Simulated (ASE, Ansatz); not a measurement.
# Twisted Ti2CO2 MXene bilayer, 52.66° (610 atoms): support functions against a reference, part 2 of 2

Wanted: errors and times of a linear-scaling basis for twisted Ti2CO2 MXene bilayer, 52.66° (610 atoms). A setting counts as converged where the r.m.s. difference of forces stays under 1 % of the r.m.s. force.

Ansatz 0.2.0; Kohn-Sham DFT, PBE+D4, PAW (set soft_2), plane waves.

The cell: 122 C, 244 Ti and 244 O. Beside vacuum, support functions can miss their usual error bounds without a warning. The main run has no spin polarisation. The Brillouin zone is sampled at Γ only, in a cell whose shortest periodic width is 20 Å.

So far. Step 2 (Plane-wave single point): Mean intrinsic-atomic-orbital charges: C -0.94, O -0.64, Ti +1.11 e. Just under the Fermi level the largest share is C p (52 % of the projected weight), just over it Ti d (74 % of the projected weight).

**3. Local order (continued)**

A closer look about O175, which bears the longest force: 13 atoms, nearest first, numbered in the order of the input, with positions taken from that point.

```
 atom      x      y     z  distance (Å)  bonds  intrinsic-atomic-orbital charge (e)      Fx      Fy  Fz (eV/Å)
 O175   0.00   0.00  0.00          0.00      3                                -0.65  -0.194  -0.109      0.711
Ti173   0.94  -1.47  0.94          1.98      6                                 1.12  -0.003   0.271     -0.160
Ti178   0.76   1.58  0.95          1.99      6                                 1.11  -0.029  -0.385     -0.186
Ti143  -1.77  -0.11  0.96          2.02      6                                 1.11   0.388   0.029     -0.241
 C176  -0.99   1.45  2.24          2.85      6                                -0.94   0.040   0.118      0.070
 C211   1.74   0.11  2.26          2.85      6                                -0.94  -0.178   0.101     -0.293
 C171  -0.79  -1.57  2.26          2.87      6                                -0.95   0.021   0.061     -0.368
 O210   2.69  -1.34  0.04          3.01      3                                -0.64   0.024  -0.042      0.089
 O180  -0.21   3.01  0.04          3.02      3                                -0.63  -0.099   0.119      0.014
 O215   2.51   1.68  0.02          3.02      3                                -0.64  -0.002  -0.067      0.299
 O140  -2.55  -1.68  0.04          3.05      3                                -0.64   0.152   0.101      0.104
 O170   0.16  -3.05  0.01          3.05      3                                -0.64   0.201   0.264      0.417
 O145  -2.76   1.35  0.03          3.07      3                                -0.64   0.203  -0.097      0.233
```

The column of bonds counts only the pairs O-Ti within 2.64 Å, Ti-C within 2.64 Å; other neighbours, such as metal atoms beside each other in a compound, aren't counted, and periodic images can show an atom twice.

**4. Support functions medium**

With localised support functions most steps grow linearly with size, though the diagonalisation grows faster unless the density matrix is cut; this run measures error and cost at this size. Besides, the program derives a nominal cutoff of 464 eV for this run, against the reference's 420.

This step: Kohn-Sham DFT, PBE+D4, PAW (set soft_2), localised support functions (medium) (Ansatz 0.2.0).

Contents of input.yaml:

```yaml
crystal:
  lattice:
    - [23.6651, 0.0, 0.0]
    - [-11.83255, 20.49458, 0.0]
    - [0.0, 0.0, 23.8]
  atoms:
    [... the 610 atom lines of step 2 ...]
kpoints:
  mp_grid: { grid: [1, 1, 1] }
hamiltonian:
  xc: pbe
  dispersion: d4
scf:
  occupations: { method: fermi_dirac, width: 0.05 }
  eigensolver: { kind: { support_functions: { accuracy: medium } } }
  mixing: { beta: 0.2 }
  max_iter: 150
output:
  forces: true
```

Launch:

```console
> ansatz run input.yaml --threads 32 --pin off --max-ram 143360MiB --backend cuda --events-out ev --progress --plain --runs-dir out
```

Numbers of over 12 decimals in the logs are rounded to 6 here.

Output:

```text
Warning: scf.eigensolver.kind.support_functions: disabling space-group detection — the functions' gradient is summed over unrotated k-points, so no spatial operation reduces the k-mesh or symmetrises the density; time reversal is kept, so that k and −k are solved as one point where they differ and the mesh holds both, and exact exchange and, on two spinor components, a DFT+U term hold to it where the run has them: [...]
Warning: basis.ecutwfc = 464 eV, auto-derived: no grid that the accuracy of the support functions lays serves the files at the lower one that their records recommend; a deck with other species or settings can derive another value
settings of this run that can trade accuracy for cost: scf.eigensolver.kind.support_functions [...]
[...]
GPU FFT provider: cuFFT
GPU libraries: cuBLAS 13.8.1, cuFFT 12.4.0, cuSOLVER 12.3.2
[...]
Crystal: 610 atoms, lattice volume = 11543.150 Å³
Basis set: ecut = 464 eV, 261845 PW (Γ), exchange–correlation on 360×360×360 points (8 copies of the dense FFT grid, shifted against one another)
Bands: 2928, of which v1, the nominal top of the filled ones, is band 2440 counted from 1 (2439 counted from 0)
Symmetry: 1 space group operations
k-points: 1
[...]
GPU buffer pool allocated for 5832000 grid points (all kernels)
[...]
SCF iter   1: F=—  HF=-780455.749226 eV  |F-HF|=—  |Δ(HF+E_count)|=         —  Δρ=1.64e-1  dr2=3.77e3  ethr=1.00e-1
[...]
SCF iter  21: F=—  HF=-779746.006128 eV  |F-HF|=—  |Δ(HF+E_count)|=   1.03e-5  Δρ=9.90e-6  dr2=1.28e-5  ethr=5.37e-10  κ⁻¹=3.8e-5(r=7)
SCF iter  22: F=-779746.006112 eV  HF=-779746.006112 eV  |F-HF|=1.39e-7  |Δ(HF+E_count)|=   1.62e-5  Δρ=5.02e-6  dr2=1.92e-6  ethr=2.62e-10
SCF 1 converged in 22 iterations: F = -779746.098597 eV  dr2 = 1.92e-6
[...]
SCF converged after 22 iterations
Stability not checked: this state was not tested for a lower state beside it, because the mixer in use, unlike msr1, does not test its closes by its own steps (another_mixer; see scf.mixing.algorithm and scf.lower_state_search)
Free energy (F): -779746.098597 eV
[...]
Internal energy: -779745.929746 eV  (E = F + TS)
E sigma→0 (E₀):  -779746.014171 eV
Entropy (-TS):   -0.168851 eV (-0.277 meV/atom)
Fermi energy:    4.297642 eV
[...]
Σ components = -779746.098597   (vs F -779746.098597, Δ=0.00e0)
--- Forces (eV/Å), atoms counted from 1 ---
[... 610 lines of forces left out ...]
  max |Σ_I F_I| component: 1.48e-2 eV/Å
--- Band table (eV) ---
[... left out ...]
  guard bands above this table: 423 of the run's 2928 bands (output.publish_guard_bands: true publishes all)
```

The job ended after 25 s (1 × NVIDIA GB200 with 32 threads of Arm Neoverse V2, shared host; peak memory 3.7 GiB).

That memory is the host's; the program planned up to 27.4 GiB on the GPU.

The program notes that the band table was not solved further than the SCF left it and it switched symmetry off.

Keys that differ from the reference: support_functions.accuracy = "medium", scf.max_iter = 150 and scf.mixing.beta = 0.2.

Forces differ from the reference by 1.1 meV/Å r.m.s., 0.59 % of their size, within a tolerance of 1 %; the energy by -4.4 meV/atom. The two runs also began from different starting densities, which bears on cycles and time.

**5. All settings compared**

Differences are against the plane-wave reference (Kohn-Sham DFT, PBE+D4, PAW (set soft_2), plane waves), whose r.m.s. force component is 0.180 eV/Å. Energies are set beside the reference only for runs with its functional, potentials and electron count. Times are for 1 × NVIDIA GB200 with 32 threads of Arm Neoverse V2, shared host. The reference's time includes the DOS, which some other runs skip.

```
                     run  Δ force, r.m.s. (meV/Å)  share of r.m.s. force (%)  Δ energy (meV/atom)  Δ gap (eV)  cycles  time  host memory (GiB)  planned on the GPU (GiB)
               reference                        -                          -                    -           -      13  23 s                8.9                        72
support functions medium                     1.06                      0.585                -4.41      2.0e-4      22  25 s                3.7                        27
```

**6. Outcome**

```
free energy per atom                             : -1278.2679 eV/atom
r.m.s. force component                           : 0.1804 eV/Å
spacing of highest filled and lowest empty level : 0.3218 eV
wall time of the 2 DFT runs                      : 48 s
```

What this shows: Against plane waves at 420 eV, the forces differ by 1.1 meV/Å (0.59 %) with support functions medium. In energy the support functions at preset levels lie below plane waves at 420 eV. Their grid holds more waves than that cutoff, so part of the difference is likely the reference's own basis error.

The highest filled and lowest empty levels lie 0.322 eV apart (at Γ alone), but 7 levels are partly filled, by over 2 %, under the smearing. Counting bonds as in the table, all C atoms have 6, all O atoms have 3 and all Ti atoms have 6 bonded neighbours.

What to keep in mind: The geometry was built by rule, was displaced at random and isn't relaxed at this level: its force components are 0.18 eV/Å r.m.s.

[Logs are printed without paths, hosts, clocks, repeated set-up lines and the standing remarks that a program may print on its own settings, such as how far it seeks lower states.]

[Hosts, paths, dates, database ids (printed as entryN), source tags and the programs' standing remarks are cut or masked in the printed files.]
